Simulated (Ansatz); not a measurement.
# Preparing La2O3 (P-3m1) as a host crystal, part 2 of 4

Aim: the runs on the perfect crystal La2O3 (P-3m1) that a defect calculation needs first.

Ansatz 0.2.0; plane-wave PAW DFT, PBEsol; single point of the host's primitive cell on a dense mesh; PAW set soft_1 (the session's first sound run).

So far: Set-up; Primitive cell on a dense mesh; Self-consistent run.

### Step 4. Defect free supercell relaxed from its symmetric sites

This cell, the one that will hold the defects, is built from the relaxed host. Its coarser k-points can move the atoms a little, so it is relaxed from the symmetric sites, as the reference for the test of stability.

This step: plane-wave PAW DFT, PBEsol; relaxation of the defect-free supercell from its symmetric sites; PAW set soft_1 (Ansatz 0.2.0).

Contents of pristine.symmetric/input.yaml:

```yaml
crystal:
  lattice:
    - [12.0701724531, -8.86e-08, 0.0]
    - [-6.0350861498, 10.4530760168, 0.0]
    - [0.0, 0.0, 12.444505777]
  atoms:
    - { symbol: La, position: [0.2222222222, 0.1111111111, 0.3773100252] }
    - { symbol: La, position: [0.1111111111, 0.2222222222, 0.1226899748] }
    - { symbol: O, position: [0.2222222222, 0.1111111111, 0.1769983292] }
    - { symbol: O, position: [0.1111111111, 0.2222222222, 0.3230016708] }
    - { symbol: O, position: [0.0, 0.0, 0.0] }
    - { symbol: La, position: [0.2222222222, 0.1111111111, 0.8773100252] }
    - { symbol: La, position: [0.1111111111, 0.2222222222, 0.6226899748] }
    - { symbol: O, position: [0.2222222222, 0.1111111111, 0.6769983292] }
    - { symbol: O, position: [0.1111111111, 0.2222222222, 0.8230016708] }
    - { symbol: O, position: [0.0, 0.0, 0.5] }
    - { symbol: La, position: [0.2222222222, 0.4444444444, 0.3773100252] }
    - { symbol: La, position: [0.1111111111, 0.5555555556, 0.1226899748] }
    - { symbol: O, position: [0.2222222222, 0.4444444444, 0.1769983292] }
    - { symbol: O, position: [0.1111111111, 0.5555555556, 0.3230016708] }
    - { symbol: O, position: [0.0, 0.3333333333, 0.0] }
    - { symbol: La, position: [0.2222222222, 0.4444444444, 0.8773100252] }
    - { symbol: La, position: [0.1111111111, 0.5555555556, 0.6226899748] }
    - { symbol: O, position: [0.2222222222, 0.4444444444, 0.6769983292] }
    - { symbol: O, position: [0.1111111111, 0.5555555556, 0.8230016708] }
    - { symbol: O, position: [0.0, 0.3333333333, 0.5] }
    - { symbol: La, position: [0.2222222222, 0.7777777778, 0.3773100252] }
    - { symbol: La, position: [0.1111111111, 0.8888888889, 0.1226899748] }
    - { symbol: O, position: [0.2222222222, 0.7777777778, 0.1769983292] }
    - { symbol: O, position: [0.1111111111, 0.8888888889, 0.3230016708] }
    - { symbol: O, position: [0.0, 0.6666666667, 0.0] }
    - { symbol: La, position: [0.2222222222, 0.7777777778, 0.8773100252] }
    - { symbol: La, position: [0.1111111111, 0.8888888889, 0.6226899748] }
    - { symbol: O, position: [0.2222222222, 0.7777777778, 0.6769983292] }
    - { symbol: O, position: [0.1111111111, 0.8888888889, 0.8230016708] }
    - { symbol: O, position: [0.0, 0.6666666667, 0.5] }
    - { symbol: La, position: [0.5555555556, 0.1111111111, 0.3773100252] }
    - { symbol: La, position: [0.4444444444, 0.2222222222, 0.1226899748] }
    - { symbol: O, position: [0.5555555556, 0.1111111111, 0.1769983292] }
    - { symbol: O, position: [0.4444444444, 0.2222222222, 0.3230016708] }
    - { symbol: O, position: [0.3333333333, 0.0, 0.0] }
    - { symbol: La, position: [0.5555555556, 0.1111111111, 0.8773100252] }
    - { symbol: La, position: [0.4444444444, 0.2222222222, 0.6226899748] }
    - { symbol: O, position: [0.5555555556, 0.1111111111, 0.6769983292] }
    - { symbol: O, position: [0.4444444444, 0.2222222222, 0.8230016708] }
    - { symbol: O, position: [0.3333333333, 0.0, 0.5] }
    - { symbol: La, position: [0.5555555556, 0.4444444444, 0.3773100252] }
    - { symbol: La, position: [0.4444444444, 0.5555555556, 0.1226899748] }
    - { symbol: O, position: [0.5555555556, 0.4444444444, 0.1769983292] }
    - { symbol: O, position: [0.4444444444, 0.5555555556, 0.3230016708] }
    - { symbol: O, position: [0.3333333333, 0.3333333333, 0.0] }
    - { symbol: La, position: [0.5555555556, 0.4444444444, 0.8773100252] }
    - { symbol: La, position: [0.4444444444, 0.5555555556, 0.6226899748] }
    - { symbol: O, position: [0.5555555556, 0.4444444444, 0.6769983292] }
    - { symbol: O, position: [0.4444444444, 0.5555555556, 0.8230016708] }
    - { symbol: O, position: [0.3333333333, 0.3333333333, 0.5] }
    - { symbol: La, position: [0.5555555556, 0.7777777778, 0.3773100252] }
    - { symbol: La, position: [0.4444444444, 0.8888888889, 0.1226899748] }
    - { symbol: O, position: [0.5555555556, 0.7777777778, 0.1769983292] }
    - { symbol: O, position: [0.4444444444, 0.8888888889, 0.3230016708] }
    - { symbol: O, position: [0.3333333333, 0.6666666667, 0.0] }
    - { symbol: La, position: [0.5555555556, 0.7777777778, 0.8773100252] }
    - { symbol: La, position: [0.4444444444, 0.8888888889, 0.6226899748] }
    - { symbol: O, position: [0.5555555556, 0.7777777778, 0.6769983292] }
    - { symbol: O, position: [0.4444444444, 0.8888888889, 0.8230016708] }
    - { symbol: O, position: [0.3333333333, 0.6666666667, 0.5] }
    - { symbol: La, position: [0.8888888889, 0.1111111111, 0.3773100252] }
    - { symbol: La, position: [0.7777777778, 0.2222222222, 0.1226899748] }
    - { symbol: O, position: [0.8888888889, 0.1111111111, 0.1769983292] }
    - { symbol: O, position: [0.7777777778, 0.2222222222, 0.3230016708] }
    - { symbol: O, position: [0.6666666667, 0.0, 0.0] }
    - { symbol: La, position: [0.8888888889, 0.1111111111, 0.8773100252] }
    - { symbol: La, position: [0.7777777778, 0.2222222222, 0.6226899748] }
    - { symbol: O, position: [0.8888888889, 0.1111111111, 0.6769983292] }
    - { symbol: O, position: [0.7777777778, 0.2222222222, 0.8230016708] }
    - { symbol: O, position: [0.6666666667, 0.0, 0.5] }
    - { symbol: La, position: [0.8888888889, 0.4444444444, 0.3773100252] }
    - { symbol: La, position: [0.7777777778, 0.5555555556, 0.1226899748] }
    - { symbol: O, position: [0.8888888889, 0.4444444444, 0.1769983292] }
    - { symbol: O, position: [0.7777777778, 0.5555555556, 0.3230016708] }
    - { symbol: O, position: [0.6666666667, 0.3333333333, 0.0] }
    - { symbol: La, position: [0.8888888889, 0.4444444444, 0.8773100252] }
    - { symbol: La, position: [0.7777777778, 0.5555555556, 0.6226899748] }
    - { symbol: O, position: [0.8888888889, 0.4444444444, 0.6769983292] }
    - { symbol: O, position: [0.7777777778, 0.5555555556, 0.8230016708] }
    - { symbol: O, position: [0.6666666667, 0.3333333333, 0.5] }
    - { symbol: La, position: [0.8888888889, 0.7777777778, 0.3773100252] }
    - { symbol: La, position: [0.7777777778, 0.8888888889, 0.1226899748] }
    - { symbol: O, position: [0.8888888889, 0.7777777778, 0.1769983292] }
    - { symbol: O, position: [0.7777777778, 0.8888888889, 0.3230016708] }
    - { symbol: O, position: [0.6666666667, 0.6666666667, 0.0] }
    - { symbol: La, position: [0.8888888889, 0.7777777778, 0.8773100252] }
    - { symbol: La, position: [0.7777777778, 0.8888888889, 0.6226899748] }
    - { symbol: O, position: [0.8888888889, 0.7777777778, 0.6769983292] }
    - { symbol: O, position: [0.7777777778, 0.8888888889, 0.8230016708] }
    - { symbol: O, position: [0.6666666667, 0.6666666667, 0.5] }
basis:
  ecutwfc: 420
  xc_grid: 2
hamiltonian:
  xc: pbesol
  pseudopotentials: { kind: paw, azcp: { folder: soft_1 }, xc_functional: pbe }
kpoints:
  mp_grid: { grid: [1, 1, 1], shift: [0.25, 0.25, 0.25] }
scf:
  occupations: { method: fermi_dirac, width: 0.01 }
  max_iter: 80
output:
  forces: true
relax:
  f_tol: 0.01
  max_steps: 60
  escape_saddle: false
checkpoint:
  write: "../pristine.symmetric.run"
  compress: false
  write_wavefunctions: false
  write_every: 100000
```

Started as:

```sh
ansatz run input.yaml --threads 8 --pin off --max-ram 15073MiB --backend cpu --events-out ev --progress --plain --runs-dir out
```

Numbers of over 12 decimals in the logs are rounded to 6 here.

What it wrote:

```text
[... repeated set-up lines and file paths are left out, and long positions are rounded to six places ...]
[...]
Crystal: 90 atoms, lattice volume = 1570.129 Å³
Basis set: ecut = 420 eV, 30719 PW (Γ), exchange–correlation on 162×162×180 points (8 copies of the dense FFT grid, shifted against one another)
Bands: 450, of which v1, the nominal top of the filled ones, is band 360 counted from 1 (359 counted from 0)
Symmetry: 36 space group operations
k-points: 1
[...]
SCF iter   1: F=—  HF=-252281.103135 eV  |F-HF|=—  |Δ(HF+E_count)|=         —  Δρ=7.85e-2  dr2=8.72e1  ethr=3.10e-3  ⟨swp⟩=5.0  Hψ=1879  notcnv=0
[...]
SCF iter  10: F=-252267.564594 eV  HF=-252267.564594 eV  |F-HF|=3.78e-8  |Δ(HF+E_count)|=   2.41e-7  Δρ=2.42e-6  dr2=1.17e-7  ethr=3.47e-10  ⟨swp⟩=4.0  Hψ=1498  notcnv=0
SCF 1 converged in 10 iterations: F = -252267.564594 eV  dr2 = 1.17e-7
[...]
relax step   1: F+E_penalty+E_count = -252267.56459366 eV  Δ(F+E_penalty+E_count) = +0.000e0 eV  max|allowed force component| = 6.144e-1 eV/Å  Δτ_max = 0.0000 Å  (10 SCF iters, dr2 threshold 2.50e-6 eV, accepted)
[... the SCF cycles and remarks between the steps are left out from here to the last step ...]
relax step   2: F+E_penalty+E_count = -252262.70256082 eV  Δ(F+E_penalty+E_count) = +4.862e0 eV  max|allowed force component| = 2.317e0 eV/Å  Δτ_max = 0.1441 Å  (8 SCF iters, dr2 threshold 2.36e-5 eV, rejected (line search))
relax step   3: F+E_penalty+E_count = -252267.94443898 eV  Δ(F+E_penalty+E_count) = -3.798e-1 eV  max|allowed force component| = 9.585e-2 eV/Å  Δτ_max = 0.0343 Å  (9 SCF iters, accepted)
relax step   4: F+E_penalty+E_count = -252267.95977789 eV  Δ(F+E_penalty+E_count) = -1.534e-2 eV  max|allowed force component| = 6.175e-2 eV/Å  Δτ_max = 0.0054 Å  (6 SCF iters, dr2 threshold 5.74e-7 eV, accepted)
relax step   5: F+E_penalty+E_count = -252267.97112957 eV  Δ(F+E_penalty+E_count) = -1.135e-2 eV  max|allowed force component| = 1.726e-3 eV/Å  Δτ_max = 0.0101 Å  (7 SCF iters, dr2 threshold 2.38e-7 eV, accepted)
iter 1 solved again at ethr=4.90e-12 eV; its pass at ethr=3.10e-3 eV (dr2=3.52e-8 eV) is discarded
[...]
SCF iter   3: F=-252267.971130 eV  HF=-252267.971130 eV  |F-HF|=3.35e-9  |Δ(HF+E_count)|=   1.63e-9  Δρ=5.40e-7  dr2=3.18e-9  ethr=1.83e-12  ⟨swp⟩=1.0  Hψ=986  notcnv=0
SCF 6 converged in 3 iterations: F = -252267.971130 eV  dr2 = 3.18e-9
relax step   6: F+E_penalty+E_count = -252267.97112958 eV  Δ(F+E_penalty+E_count) = -4.540e-9 eV  max|allowed force component| = 1.726e-3 eV/Å  Δτ_max = 0.0000 Å  (3 SCF iters, accepted)
SCF converged after 3 iterations
Free energy (F): -252267.971130 eV
[...]
Internal energy: -252267.971130 eV  (E = F + TS)
E sigma→0 (E₀):  -252267.971130 eV
Fermi energy:    10.510963 eV
[...]
--- Forces (eV/Å), atoms counted from 1 ---
  atom   1  La    -0.00172553     0.00097512     0.00066532
  atom   2  La     0.00172553    -0.00097512    -0.00066532
  atom   3  O     -0.00137171     0.00077597    -0.00060406
  atom   4  O      0.00137171    -0.00077597     0.00060406
  atom   5  O     -0.00000000     0.00000000     0.00000000
  atom   6  La    -0.00172553     0.00097512     0.00066532
  atom   7  La     0.00172553    -0.00097512    -0.00066532
  atom   8  O     -0.00137171     0.00077597    -0.00060406
  atom   9  O      0.00137171    -0.00077597     0.00060406
  atom  10  O     -0.00000000    -0.00000000     0.00000000
  atom  11  La    -0.00172553     0.00097512     0.00066532
  atom  12  La     0.00172553    -0.00097512    -0.00066532
  atom  13  O     -0.00137171     0.00077597    -0.00060406
  atom  14  O      0.00137171    -0.00077597     0.00060406
  atom  15  O     -0.00000000     0.00000000    -0.00000000
  atom  16  La    -0.00172553     0.00097512     0.00066532
  atom  17  La     0.00172553    -0.00097512    -0.00066532
  atom  18  O     -0.00137171     0.00077597    -0.00060406
  atom  19  O      0.00137171    -0.00077597     0.00060406
  atom  20  O     -0.00000000     0.00000000     0.00000000
  atom  21  La    -0.00172553     0.00097512     0.00066532
  atom  22  La     0.00172553    -0.00097512    -0.00066532
  atom  23  O     -0.00137171     0.00077597    -0.00060406
  atom  24  O      0.00137171    -0.00077597     0.00060406
  atom  25  O     -0.00000000     0.00000000    -0.00000000
  atom  26  La    -0.00172553     0.00097512     0.00066532
  atom  27  La     0.00172553    -0.00097512    -0.00066532
  atom  28  O     -0.00137171     0.00077597    -0.00060406
  atom  29  O      0.00137171    -0.00077597     0.00060406
  atom  30  O      0.00000000     0.00000000     0.00000000
  atom  31  La    -0.00172553     0.00097512     0.00066532
  atom  32  La     0.00172553    -0.00097512    -0.00066532
  atom  33  O     -0.00137171     0.00077597    -0.00060406
  atom  34  O      0.00137171    -0.00077597     0.00060406
  atom  35  O      0.00000000     0.00000000    -0.00000000
  atom  36  La    -0.00172553     0.00097512     0.00066532
  atom  37  La     0.00172553    -0.00097512    -0.00066532
  atom  38  O     -0.00137171     0.00077597    -0.00060406
  atom  39  O      0.00137171    -0.00077597     0.00060406
  atom  40  O      0.00000000    -0.00000000     0.00000000
[...]
atom  79  O      0.00137171    -0.00077597     0.00060406
  atom  80  O     -0.00000000     0.00000000    -0.00000000
  atom  81  La    -0.00172553     0.00097512     0.00066532
  atom  82  La     0.00172553    -0.00097512    -0.00066532
  atom  83  O     -0.00137171     0.00077597    -0.00060406
  atom  84  O      0.00137171    -0.00077597     0.00060406
  atom  85  O     -0.00000000    -0.00000000     0.00000000
  atom  86  La    -0.00172553     0.00097512     0.00066532
  atom  87  La     0.00172553    -0.00097512    -0.00066532
  atom  88  O     -0.00137171     0.00077597    -0.00060406
  atom  89  O      0.00137171    -0.00077597     0.00060406
  atom  90  O     -0.00000000    -0.00000000    -0.00000000
  max |Σ_I F_I| component: 2.08e-17 eV/Å
--- Relaxed structure (6 steps of the walk, 5 accepted, 0 SCFs on fresh bases) ---
  F+E_penalty+E_count = -252267.97112958 eV   max|allowed force component| = 1.726e-3 eV/Å
  atoms:
    - { symbol: La, position: [0.222171, 0.111167, 0.374264] }
    - { symbol: La, position: [0.111162, 0.222166, 0.125736] }
    - { symbol: O, position: [0.222180, 0.111144, 0.178196] }
    - { symbol: O, position: [0.111153, 0.222189, 0.321804] }
    - { symbol: O, position: [0, 0, 1.719226400290064e-19] }
    - { symbol: La, position: [0.222171, 0.111167, 0.874264] }
    - { symbol: La, position: [0.111162, 0.222166, 0.625736] }
    - { symbol: O, position: [0.222180, 0.111144, 0.678196] }
    - { symbol: O, position: [0.111153, 0.222189, 0.821804] }
    - { symbol: O, position: [0, 0, 0.5] }
    - { symbol: La, position: [0.222171, 0.444500, 0.374264] }
    - { symbol: La, position: [0.111162, 0.555500, 0.125736] }
    - { symbol: O, position: [0.222180, 0.444477, 0.178196] }
    - { symbol: O, position: [0.111153, 0.555523, 0.321804] }
    - { symbol: O, position: [0.0, 0.333333, 1.7192264002900646e-19] }
    - { symbol: La, position: [0.222171, 0.444500, 0.874264] }
    - { symbol: La, position: [0.111162, 0.555500, 0.625736] }
    - { symbol: O, position: [0.222180, 0.444477, 0.678196] }
    - { symbol: O, position: [0.111153, 0.555523, 0.821804] }
    - { symbol: O, position: [0.0, 0.333333, 0.5] }
    - { symbol: La, position: [0.222171, 0.777834, 0.374264] }
    - { symbol: La, position: [0.111162, 0.888833, 0.125736] }
    - { symbol: O, position: [0.222180, 0.777811, 0.178196] }
    - { symbol: O, position: [0.111153, 0.888856, 0.321804] }
    - { symbol: O, position: [0.0, 0.666667, 1.7192264002900641e-19] }
    - { symbol: La, position: [0.222171, 0.777834, 0.874264] }
    - { symbol: La, position: [0.111162, 0.888833, 0.625736] }
    - { symbol: O, position: [0.222180, 0.777811, 0.678196] }
    - { symbol: O, position: [0.111153, 0.888856, 0.821804] }
    - { symbol: O, position: [0.0, 0.666667, 0.5] }
    - { symbol: La, position: [0.555505, 0.111167, 0.374264] }
    - { symbol: La, position: [0.444495, 0.222166, 0.125736] }
    - { symbol: O, position: [0.555513, 0.111144, 0.178196] }
    - { symbol: O, position: [0.444487, 0.222189, 0.321804] }
    - { symbol: O, position: [0.333333, 0, 1.7192264002900646e-19] }
    - { symbol: La, position: [0.555505, 0.111167, 0.874264] }
    - { symbol: La, position: [0.444495, 0.222166, 0.625736] }
    - { symbol: O, position: [0.555513, 0.111144, 0.678196] }
    - { symbol: O, position: [0.444487, 0.222189, 0.821804] }
    - { symbol: O, position: [0.333333, 0, 0.5] }
    - { symbol: La, position: [0.555505, 0.444500, 0.374264] }
    - { symbol: La, position: [0.444495, 0.555500, 0.125736] }
    - { symbol: O, position: [0.555513, 0.444477, 0.178196] }
    - { symbol: O, position: [0.444487, 0.555523, 0.321804] }
    - { symbol: O, position: [0.333333, 0.333333, 1.7192264002900648e-19] }
    - { symbol: La, position: [0.555505, 0.444500, 0.874264] }
    - { symbol: La, position: [0.444495, 0.555500, 0.625736] }
    - { symbol: O, position: [0.555513, 0.444477, 0.678196] }
    - { symbol: O, position: [0.444487, 0.555523, 0.821804] }
    - { symbol: O, position: [0.333333, 0.333333, 0.5] }
    - { symbol: La, position: [0.555505, 0.777834, 0.374264] }
    - { symbol: La, position: [0.444495, 0.888833, 0.125736] }
    - { symbol: O, position: [0.555513, 0.777811, 0.178196] }
    - { symbol: O, position: [0.444487, 0.888856, 0.321804] }
    - { symbol: O, position: [0.333333, 0.666667, 1.7192264002900646e-19] }
    - { symbol: La, position: [0.555505, 0.777834, 0.874264] }
    - { symbol: La, position: [0.444495, 0.888833, 0.625736] }
    - { symbol: O, position: [0.555513, 0.777811, 0.678196] }
    - { symbol: O, position: [0.444487, 0.888856, 0.821804] }
    - { symbol: O, position: [0.333333, 0.666667, 0.5] }
    - { symbol: La, position: [0.888838, 0.111167, 0.374264] }
    - { symbol: La, position: [0.777829, 0.222166, 0.125736] }
    - { symbol: O, position: [0.888847, 0.111144, 0.178196] }
    - { symbol: O, position: [0.777820, 0.222189, 0.321804] }
    - { symbol: O, position: [0.666667, 0, 1.719226400290064e-19] }
    - { symbol: La, position: [0.888838, 0.111167, 0.874264] }
    - { symbol: La, position: [0.777829, 0.222166, 0.625736] }
    - { symbol: O, position: [0.888847, 0.111144, 0.678196] }
    - { symbol: O, position: [0.777820, 0.222189, 0.821804] }
    - { symbol: O, position: [0.666667, 0, 0.5] }
    - { symbol: La, position: [0.888838, 0.444500, 0.374264] }
    - { symbol: La, position: [0.777829, 0.555500, 0.125736] }
    - { symbol: O, position: [0.888847, 0.444477, 0.178196] }
    - { symbol: O, position: [0.777820, 0.555523, 0.321804] }
    - { symbol: O, position: [0.666667, 0.333333, 1.7192264002900648e-19] }
    - { symbol: La, position: [0.888838, 0.444500, 0.874264] }
    - { symbol: La, position: [0.777829, 0.555500, 0.625736] }
    - { symbol: O, position: [0.888847, 0.444477, 0.678196] }
    - { symbol: O, position: [0.777820, 0.555523, 0.821804] }
    - { symbol: O, position: [0.666667, 0.333333, 0.5] }
    - { symbol: La, position: [0.888838, 0.777834, 0.374264] }
    - { symbol: La, position: [0.777829, 0.888833, 0.125736] }
    - { symbol: O, position: [0.888847, 0.777811, 0.178196] }
    - { symbol: O, position: [0.777820, 0.888856, 0.321804] }
    - { symbol: O, position: [0.666667, 0.666667, 1.7192264002900646e-19] }
    - { symbol: La, position: [0.888838, 0.777834, 0.874264] }
    - { symbol: La, position: [0.777829, 0.888833, 0.625736] }
    - { symbol: O, position: [0.888847, 0.777811, 0.678196] }
    - { symbol: O, position: [0.777820, 0.888856, 0.821804] }
    - { symbol: O, position: [0.666667, 0.666667, 0.5] }
```

It took 54 s on 8 threads of Arm Neoverse V2, shared host; peak memory 4.2 GiB; 6.8 min of CPU time.

The steps of the relaxation:

```tsv
step	energy less that of the first step (eV)	largest force component (eV/Å)
1	0.0000	0.6144
2	4.8620	2.3165
3	-0.3798	0.0958
4	-0.3952	0.0617
5	-0.4065	0.0017
6	-0.4065	0.0017
```

Relaxation step 2 was tried and not accepted.

The run keeps the 36 symmetry operations that it works with, so distortions that break them were not tested.

The atoms that moved most (Å):

```tsv
atom	dx	dy	dz	length
La22	0.001	-0.001	0.038	0.038
La52	0.001	-0.001	0.038	0.038
La32	0.001	-0.001	0.038	0.038
La2	0.001	-0.001	0.038	0.038
La82	0.001	-0.001	0.038	0.038
La72	0.001	-0.001	0.038	0.038
La12	0.001	-0.001	0.038	0.038
La62	0.001	-0.001	0.038	0.038
```

The relaxation ends 4.5 meV an atom lower, with a largest force component of 0.0017 eV/Å.

[end of part 2 of 4]

[Logs are printed without paths, hosts, clocks, repeated set-up lines and the standing remarks that a program may print on its own settings, such as how far it seeks lower states.]

[Hosts, paths, dates, database ids (printed as entryN), source tags and the programs' standing remarks are cut or masked in the printed files.]

[Runs of the host that timed out are not shown.]

[For some hosts the program warned that the k-mesh of the response run may be too coarse for force constants and the static dielectric constant; such warnings are not always shown.]
